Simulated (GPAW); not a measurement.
# furan-2,5-dithiol between two Cu chains: transmission at several levels

Wanted: the zero-bias transmission of furan-2,5-dithiol between two Cu chains on a ladder of levels, with run times.

Main program and level: GPAW 26.7.0; GPAW LCAO, PAW setups; Landauer transmission from Green's functions with principal layers (ASE), zero bias.

## 1. Set-up

The cell holds 19 atoms: 10 Cu, 2 S, 4 C, 2 H and 1 O. Its edges and angles: a = 13.597 Å, b = 9.000 Å, c = 30.022 Å, α = 90.0°, β = 90.0°, γ = 90.0°. Regions: left lead, 5 atoms (5 Cu); channel, 9 atoms (2 S, 4 C, 2 H and 1 O); right lead, 5 atoms (5 Cu). Vacuum lies along a and b. The structure is stacked along c, and the current runs across the ab planes.

## 2. Double-zeta polarised basis

Localised orbitals split the wire into layers that couple to their neighbours alone, which is what the Green's function method needs; double zeta with polarisation is the usual level for numbers.

run.py

```python
import json
import numpy as np
from ase import Atoms
from ase.transport.calculators import TransportCalculator
from gpaw import GPAW, FermiDirac
from gpaw.lcao.tools import get_lcao_hamiltonian
from scipy.linalg import eigh

# The junction with lead layers at both ends, along the third cell vector
device = Atoms(
    ['Cu', 'Cu', 'Cu', 'Cu', 'Cu', 'S', 'C', 'H', 'O', 'C', 'C', 'C', 'H', 'S', 'Cu', 'Cu', 'Cu', 'Cu', 'Cu'],
    positions=[
        [6.79828, 4.50000, 1.15000],
        [6.79828, 4.50000, 3.45000],
        [6.79828, 4.50000, 5.75000],
        [6.79828, 4.50000, 8.05000],
        [6.79828, 4.50000, 10.35000],
        [8.09016, 4.50001, 12.26498],
        [8.19656, 4.50001, 13.99920],
        [10.34655, 4.50001, 14.44328],
        [7.08507, 4.50001, 14.78734],
        [9.32344, 4.50001, 14.79279],
        [7.49296, 4.50000, 16.08897],
        [8.87190, 4.50000, 16.13588],
        [9.48232, 4.49999, 17.02784],
        [6.35475, 4.50000, 17.40524],
        [6.79828, 4.50000, 19.67227],
        [6.79828, 4.50000, 21.97227],
        [6.79828, 4.50000, 24.27227],
        [6.79828, 4.50000, 26.57227],
        [6.79828, 4.50000, 28.87227]],
    cell=[[13.59655, 0.0, 0.0], [0.0, 9.0, 0.0], [0.0, 0.0, 30.02227]],
    pbc=True)

# One principal layer of the lead: the first 3 atoms of the device
lead = Atoms(
    ['Cu', 'Cu', 'Cu'],
    positions=[
        [6.79828, 4.50000, 1.15000],
        [6.79828, 4.50000, 3.45000],
        [6.79828, 4.50000, 5.75000]],
    cell=[[13.59655, 0.0, 0.0], [0.0, 9.0, 0.0], [0.0, 0.0, 6.9]],
    pbc=True)

settings = dict(mode='lcao', basis='dzp', xc='PBE', h=0.18,
                occupations=FermiDirac(0.1), maxiter=250,
                mixer=dict(beta=0.1, nmaxold=8, weight=100.0),
                convergence=dict(density=0.0001))
energies = np.arange(-2, 2 + 1e-9, 0.05)
eta = 0.0001
n1, n2 = 1, 1
# k and -k transmit alike, so half of the mesh across the current serves
mesh = [(i, j) for i in range(n1) for j in range(n2) if (i, j) <= (-i % n1, -j % n2)]
weights = np.array([1 if (i, j) == (-i % n1, -j % n2) else 2 for i, j in mesh]) / (n1 * n2)

# [... helper functions left out ...]
fermi_lead = ground_state(lead, (1, 1, 16), 'lead.txt')
fermi_device = ground_state(device, (1, 1, 3), 'device.txt')
# [... loop over the mesh left out, but for ...]
        # Shift the lead onto the potential of the device's first layer
        shift = ((H[:, 0, 0] - H0[:, 0, 0]) / S0[0, 0]).real.mean()
# [...]
kT = 8.617333e-5 * 77
bias = [0.1, 0.2, 0.5, 1.0, 1.5, 2.0]
# [... integrals and printing left out ...]
```

Launch:

```sh
$ OMP_NUM_THREADS=1 OPENBLAS_NUM_THREADS=1 python run.py
```

The log of the run:

```text
basis functions: device 251, principal layer 45
Fermi level: lead -3.9485 eV, device -3.8425 eV; lead shifted by -0.0272 eV
largest coupling past the next layer 4.59e-05 eV, largest misfit of the first layer 0.059 eV
  E-E_F (eV)   T (one spin)  [channel counts left out]
    -2.000    5.3047e-02
    -1.950    5.0068e-02
    -1.900    4.7175e-02
    -1.850    4.5237e-02
    -1.800    4.5402e-02
    -1.750    1.1124e-01
    -1.700    1.0618e+00
    -1.650    9.8870e-01
    -1.600    1.0177e+00
    -1.550    1.0339e+00
    -1.500    1.0322e+00
    -1.450    1.0223e+00
    -1.400    1.0139e+00
    -1.350    1.0155e+00
    -1.300    1.0193e+00
    -1.250    1.0016e+00
[...]
1.650    1.7659e-04
     1.700    1.8187e-04
     1.750    1.8762e-04
     1.800    1.9388e-04
     1.850    2.0068e-04
     1.900    2.0807e-04
     1.950    2.1610e-04
     2.000    2.2484e-04
conductance at 77 K: 0.00017429 G0 a cell; thermopower 0.5611 uV/K
current from the zero-bias T(E) at 0.1 V: 0.0013505 uA
current from the zero-bias T(E) at 0.2 V: 0.0027108 uA
current from the zero-bias T(E) at 0.5 V: 0.6051 uA
current from the zero-bias T(E) at 1.0 V: 3.5876 uA
current from the zero-bias T(E) at 1.5 V: 7.375 uA
current from the zero-bias T(E) at 2.0 V: 11.14 uA
```

Elapsed: 91 s, on 1 thread of Arm Neoverse V2, shared host; peak memory 1.8 GiB.

This run has no spin polarisation, although Cu can carry a moment.

This step gave:

```yaml
conductance: 1.74e-4 G₀
largest_coupling_past_the_next_principal_layer: 4.59e-5 eV
largest_misfit_of_the_first_principal_layer: 0.05947 eV
shift_that_aligns_the_lead: -0.02723 eV
basis_functions_of_the_junction: 251
basis_functions_of_a_principal_layer: 45
transmission_at_the_fermi_level_one_spin: 1.74e-4
```

One spin. The transmission, zone mean by energy, zero at the Fermi level:

```tsv
energy (eV)	transmission, zone mean
-2.00	0.0530
-1.90	0.0472
-1.80	0.0454
-1.70	1.06
-1.55	1.03
-1.45	1.02
-1.35	1.02
-1.25	1.00
-1.15	0.761
-1.05	0.256
-0.90	0.189
-0.80	0.172
-0.70	0.175
-0.60	0.209
-0.50	0.161
-0.40	0.168
-0.25	0.120
-0.15	2.5e-4
-0.05	1.8e-4
0.00	1.7e-4
0.05	1.7e-4
0.15	1.7e-4
0.25	1.6e-4
0.40	1.5e-4
0.50	1.5e-4
0.60	1.4e-4
0.70	1.4e-4
0.80	1.4e-4
0.90	1.4e-4
1.05	1.4e-4
1.15	1.4e-4
1.25	1.5e-4
1.35	1.5e-4
1.45	1.6e-4
1.55	1.7e-4
1.70	1.8e-4
1.80	1.9e-4
1.90	2.1e-4
2.00	2.2e-4
```

Not self-consistent under bias; the bias window is split evenly. The current through one cell, from the zero-bias transmission by bias:

```tsv
bias (V)	current through one cell, from the zero-bias transmission (μA)
0.100	0.00135
0.200	0.00271
0.500	0.605
1.000	3.59
1.500	7.38
2.000	11.1
```

Transmission of the three most open eigenchannels against energy, zero at the Fermi level:

```tsv
energy (eV)	channel 1	channel 2	channel 3
-2.000	0.0530	0	0
-1.800	0.0454	2.9e-10	0
-1.600	0.959	0.0573	0.00151
-1.400	0.969	0.0437	0.00149
-1.200	0.856	0.0650	0.00643
-1.000	0.167	0.0985	0.00198
-0.800	0.154	0.0173	6.7e-4
-0.600	0.198	0.0102	4.3e-4
-0.400	0.159	0.00929	3.7e-4
-0.200	0.143	0.00163	4.0e-6
0.000	1.7e-4	3.5e-12	0
0.200	1.6e-4	0	0
0.400	1.5e-4	0	0
0.600	1.4e-4	0	0
0.800	1.4e-4	0	0
1.000	1.4e-4	0	0
1.200	1.5e-4	0	0
1.400	1.6e-4	0	0
1.600	1.7e-4	0	0
1.800	1.9e-4	0	0
2.000	2.2e-4	0	0
```

Couplings past the next layer reach 4.6e-5 eV, small enough to drop; the matrix elements of the cell's first layer differ from the bulk lead's by up to 0.059 eV. That layer keeps its own values in the calculation, and only beyond it is the lead taken as perfect. The Fermi levels of lead and junction count from different zeros of potential, one for each periodic cell; with both set to zero, the small remaining shift is what aligns them. By hand: G = 1.74e-4 × 77.48 μS = 0.0135 μS, a resistance of 74048 kΩ; at 0.1 V a linear junction would pass 0.00135 μA, and the integral over the bias window gives 0.00135 μA.

## 3. GPAW, szp: basis = "szp(dzp)"

The second zeta is dropped, the polarisation orbitals stay.

run.py, as its differences from that of step 2:

```diff
@@ -44,3 +44,3 @@
 
-settings = dict(mode='lcao', basis='dzp', xc='PBE', h=0.18,
+settings = dict(mode='lcao', basis='szp(dzp)', xc='PBE', h=0.18,
                 occupations=FermiDirac(0.1), maxiter=250,
```

The log of the run:

```text
basis functions: device 161, principal layer 27
Fermi level: lead -3.9931 eV, device -4.0938 eV; lead shifted by -0.0097 eV
largest coupling past the next layer 4.61e-05 eV, largest misfit of the first layer 0.057 eV
  E-E_F (eV)   T (one spin)  [channel counts left out]
    -2.000    6.1192e-02
    -1.950    6.2565e-02
    -1.900    6.2638e-02
    -1.850    6.2407e-02
    -1.800    6.3611e-02
    -1.750    7.3510e-02
    -1.700    1.0434e+00
    -1.650    9.2167e-01
    -1.600    9.1253e-01
    -1.550    9.3121e-01
    -1.500    9.4339e-01
    -1.450    9.4520e-01
    -1.400    9.4720e-01
    -1.350    9.5901e-01
    -1.300    9.8458e-01
    -1.250    1.0045e+00
[...]
1.650    2.7528e-04
     1.700    2.9043e-04
     1.750    3.0677e-04
     1.800    3.2441e-04
     1.850    3.4348e-04
     1.900    3.6409e-04
     1.950    3.8639e-04
     2.000    4.1054e-04
conductance at 77 K: 6.6077e-05 G0 a cell; thermopower -5.153 uV/K
current from the zero-bias T(E) at 0.1 V: 0.00051064 uA
current from the zero-bias T(E) at 0.2 V: 0.0012426 uA
current from the zero-bias T(E) at 0.5 V: 1.2886 uA
current from the zero-bias T(E) at 1.0 V: 5.3337 uA
current from the zero-bias T(E) at 1.5 V: 10.043 uA
current from the zero-bias T(E) at 2.0 V: 15.819 uA
```

It took 86 s on 1 thread; peak memory 1.8 GiB.

This step gave:

| Property | Result |
| --- | --- |
| conductance | 6.61e-5 G₀ |
| thermopower | -5.153 μV/K |
| largest coupling past the next principal layer | 4.61e-5 eV |
| largest misfit of the first principal layer | 0.05725 eV |
| shift that aligns the lead | -0.009693 eV |
| basis functions of the junction | 161 |
| basis functions of a principal layer | 27 |
| transmission at the Fermi level (one spin) | 6.63e-5 |

One spin. Transmission, zone mean against energy, zero at the Fermi level:

```tsv
energy (eV)	transmission, zone mean
-2.000	0.0612
-1.800	0.0636
-1.700	1.04
-1.600	0.913
-1.400	0.947
-1.250	1.00
-1.200	0.948
-1.000	0.437
-0.800	0.228
-0.600	0.246
-0.400	0.212
-0.200	0.167
0.000	6.6e-5
0.200	9.2e-5
0.400	1.1e-4
0.600	1.2e-4
0.800	1.3e-4
1.000	1.5e-4
1.200	1.8e-4
1.400	2.1e-4
1.600	2.6e-4
1.800	3.2e-4
2.000	4.1e-4
```

Not self-consistent under bias; the bias window is split evenly. Table of current through one cell, from the zero-bias transmission by bias:

```tsv
bias (V)	current through one cell, from the zero-bias transmission (μA)
0.100	5.1e-4
0.200	0.00124
0.500	1.29
1.000	5.33
1.500	10.0
2.000	15.8
```

Table of transmission of the three most open eigenchannels by energy, zero at the Fermi level:

```tsv
energy (eV)	channel 1	channel 2	channel 3
-2.00	0.0612	0	0
-1.90	0.0626	0	0
-1.80	0.0636	2.1e-10	0
-1.70	0.951	0.0926	2.6e-4
-1.55	0.865	0.0650	9.7e-4
-1.45	0.891	0.0535	9.5e-4
-1.35	0.912	0.0460	9.3e-4
-1.25	0.954	0.0491	0.00138
-1.15	0.612	0.0728	0.00386
-1.05	0.206	0.123	0.00102
-0.90	0.208	0.0908	0.00107
-0.80	0.194	0.0338	6.6e-4
-0.70	0.208	0.0194	4.9e-4
-0.60	0.230	0.0153	4.0e-4
-0.50	0.251	0.0148	3.9e-4
-0.40	0.199	0.0132	3.4e-4
-0.25	0.175	0.0106	2.6e-4
-0.15	0.116	0.00106	2.7e-9
-0.05	5.7e-5	1.8e-10	0
0.00	6.6e-5	3.5e-11	0
0.05	7.5e-5	2.0e-10	0
0.15	8.7e-5	0	0
0.25	9.6e-5	0	0
0.40	1.1e-4	0	0
0.50	1.1e-4	0	0
0.60	1.2e-4	0	0
0.70	1.3e-4	0	0
0.80	1.3e-4	0	0
0.90	1.4e-4	0	0
1.05	1.6e-4	0	0
1.15	1.7e-4	0	0
1.25	1.9e-4	0	0
1.35	2.0e-4	0	0
1.45	2.2e-4	0	0
1.55	2.5e-4	0	0
1.70	2.9e-4	0	0
1.80	3.2e-4	0	0
1.90	3.6e-4	0	0
2.00	4.1e-4	0	0
```

The conductance, 6.6e-5 G₀, lies 62 % below that of the dzp run.

## 4. Minimal basis

One function for each valence shell of the setup, as for a first survey of a large system.

run.py, as its differences from that of step 3:

```diff
@@ -44,3 +44,3 @@
 
-settings = dict(mode='lcao', basis='szp(dzp)', xc='PBE', h=0.18,
+settings = dict(mode='lcao', basis='sz(dzp)', xc='PBE', h=0.18,
                 occupations=FermiDirac(0.1), maxiter=250,
```

The log of the run:

```text
basis functions: device 90, principal layer 18
Fermi level: lead -3.7968 eV, device -4.0061 eV; lead shifted by -0.0333 eV
largest coupling past the next layer 4.64e-05 eV, largest misfit of the first layer 0.029 eV
  E-E_F (eV)   T (one spin)  [channel counts left out]
    -2.000    5.7015e-02
    -1.950    6.5906e-02
    -1.900    7.4844e-02
[...]
1.950    7.2363e-04
     2.000    7.8061e-04
conductance at 77 K: 3.4212e-06 G0 a cell; thermopower -22.59 uV/K
current from the zero-bias T(E) at 0.1 V: 2.7953e-05 uA
current from the zero-bias T(E) at 0.2 V: 0.00037491 uA
current from the zero-bias T(E) at 0.5 V: 1.9156 uA
current from the zero-bias T(E) at 1.0 V: 5.5548 uA
current from the zero-bias T(E) at 1.5 V: 9.7384 uA
current from the zero-bias T(E) at 2.0 V: 19.762 uA
```

Run time: 70 s. Hardware: 1 thread; peak memory 1.7 GiB.

Numbers from this step:

| Property | Result |
| --- | --- |
| conductance | 3.42e-6 G₀ |
| largest coupling past the next principal layer | 4.64e-5 eV |
| largest misfit of the first principal layer | 0.02918 eV |
| shift that aligns the lead | -0.03328 eV |
| basis functions of the junction | 90 |
| basis functions of a principal layer | 18 |
| transmission at the Fermi level (one spin) | 3.41e-6 |

One spin. Transmission, zone mean against energy, zero at the Fermi level:

```tsv
energy (eV)	transmission, zone mean
-2.000	0.0570
-1.800	0.304
-1.750	0.952
-1.600	0.743
-1.400	0.799
-1.250	0.989
-1.200	0.857
-1.000	0.982
-0.800	0.323
-0.600	0.197
-0.400	0.206
-0.200	0.172
-0.150	0.461
0.000	3.4e-6
0.200	1.8e-5
0.400	4.0e-5
0.600	6.9e-5
0.800	1.1e-4
1.000	1.6e-4
1.200	2.2e-4
1.400	3.1e-4
1.600	4.2e-4
1.800	5.8e-4
2.000	7.8e-4
```

The conductance, 3.4e-6 G₀, lies a factor of 51 below that of the dzp run.

## 5. RPBE in the dzp basis: xc = "RPBE"

Back in the dzp basis, the functional changes from PBE to RPBE, to set the spread between functionals beside that between bases.

run.py, as its differences from that of step 4:

```diff
@@ -44,3 +44,3 @@
 
-settings = dict(mode='lcao', basis='sz(dzp)', xc='PBE', h=0.18,
+settings = dict(mode='lcao', basis='dzp', xc='RPBE', h=0.18,
                 occupations=FermiDirac(0.1), maxiter=250,
```

The log of the run:

```text
basis functions: device 251, principal layer 45
Fermi level: lead -3.7889 eV, device -3.7013 eV; lead shifted by -0.0295 eV
largest coupling past the next layer 5.01e-05 eV, largest misfit of the first layer 0.057 eV
  E-E_F (eV)   T (one spin)  [channel counts left out]
    -2.000    5.3668e-02
    -1.950    5.0222e-02
    -1.900    4.6999e-02
[...]
1.950    2.1508e-04
     2.000    2.2323e-04
conductance at 77 K: 0.00019398 G0 a cell; thermopower 0.844 uV/K
current from the zero-bias T(E) at 0.1 V: 0.0015034 uA
current from the zero-bias T(E) at 0.2 V: 0.0030168 uA
current from the zero-bias T(E) at 0.5 V: 0.63057 uA
current from the zero-bias T(E) at 1.0 V: 3.6247 uA
current from the zero-bias T(E) at 1.5 V: 7.4736 uA
current from the zero-bias T(E) at 2.0 V: 11.199 uA
```

The job ended after 97 s (1 thread; peak memory 1.8 GiB).

This step gave:

```yaml
conductance: 1.94e-4 G₀
largest_coupling_past_the_next_principal_layer: 5.01e-5 eV
largest_misfit_of_the_first_principal_layer: 0.05733 eV
shift_that_aligns_the_lead: -0.02954 eV
basis_functions_of_the_junction: 251
basis_functions_of_a_principal_layer: 45
transmission_at_the_fermi_level_one_spin: 1.94e-4
```

One spin. Table of transmission, zone mean by energy, zero at the Fermi level:

```tsv
energy (eV)	transmission, zone mean
-2.00	0.0537
-1.85	0.0448
-1.70	1.06
-1.60	1.03
-1.45	1.03
-1.30	1.02
-1.15	0.698
-1.05	0.266
-0.90	0.185
-0.75	0.166
-0.60	0.212
-0.50	0.184
-0.35	0.142
-0.20	0.157
-0.05	2.0e-4
0.00	1.9e-4
0.05	1.9e-4
0.20	1.8e-4
0.35	1.6e-4
0.50	1.5e-4
0.60	1.5e-4
0.75	1.5e-4
0.90	1.4e-4
1.05	1.5e-4
1.15	1.5e-4
1.30	1.5e-4
1.45	1.6e-4
1.60	1.7e-4
1.70	1.8e-4
1.85	2.0e-4
2.00	2.2e-4
```

The conductance, 1.9e-4 G₀, lies 11 % above that of the dzp run.

## 6. The ladder

Times are for 1 thread of Arm Neoverse V2, shared host. The series side by side:

```tsv
no.	run	conductance (G₀)	time	memory (GiB)
1	dzp	1.74e-4	91 s	1.8
2	szp	6.61e-5	86 s	1.8
3	sz	3.42e-6	70 s	1.7
4	dzp RPBE	1.94e-4	97 s	1.8
```

## 7. Comparison

The curves are compared point by point over the common energies.

This step: comparison of transmission and cost over codes and levels (GPAW 26.7.0).

Ladder, by row:

```tsv
step	code	T at the Fermi level (sum over the listed spins)	conductance (G0)	r.m.s. T(E) from the first	wall time (s)	peak memory (GiB)	threads
dzp	GPAW	1.74e-4	1.74e-4	0	90.62	1.82	1
szp	GPAW	6.63e-5	6.61e-5	0.0503	86.26	1.8	1
sz	GPAW	3.41e-6	3.42e-6	0.1802	70.08	1.73	1
dzp-RPBE	GPAW	1.94e-4	1.94e-4	0.01878	96.55	1.82	1
```

Table of transmission, zone mean, sum over the listed spins by energy, zero at the Fermi level:

```tsv
energy (eV)	dzp	szp	sz	dzp-RPBE
-2.000	0.0530	0.0612	0.0570	0.0537
-1.800	0.0454	0.0636	0.304	0.0449
-1.700	1.06	1.04	0.753	1.06
-1.600	1.02	0.913	0.743	1.03
-1.400	1.01	0.947	0.799	1.02
-1.250	1.00	1.00	0.989	0.989
-1.200	0.927	0.948	0.857	0.894
-1.000	0.267	0.437	0.982	0.270
-0.800	0.172	0.228	0.323	0.172
-0.600	0.209	0.246	0.197	0.212
-0.400	0.168	0.212	0.206	0.166
-0.200	0.145	0.167	0.172	0.157
0.000	1.7e-4	6.6e-5	3.4e-6	1.9e-4
0.200	1.6e-4	9.2e-5	1.8e-5	1.8e-4
0.400	1.5e-4	1.1e-4	4.0e-5	1.6e-4
0.600	1.4e-4	1.2e-4	6.9e-5	1.5e-4
0.800	1.4e-4	1.3e-4	1.1e-4	1.5e-4
1.000	1.4e-4	1.5e-4	1.6e-4	1.5e-4
1.200	1.5e-4	1.8e-4	2.2e-4	1.5e-4
1.400	1.6e-4	2.1e-4	3.1e-4	1.6e-4
1.600	1.7e-4	2.6e-4	4.2e-4	1.7e-4
1.800	1.9e-4	3.2e-4	5.8e-4	1.9e-4
2.000	2.2e-4	4.1e-4	7.8e-4	2.2e-4
```

(Part 1 of 2 ends here.)

[Logs are printed without paths, hosts, clocks, repeated set-up lines and the standing remarks that a program may print on its own settings, such as how far it seeks lower states.]

[Hosts, paths, dates, database ids (printed as entryN), source tags and the programs' standing remarks are cut or masked in the printed files.]
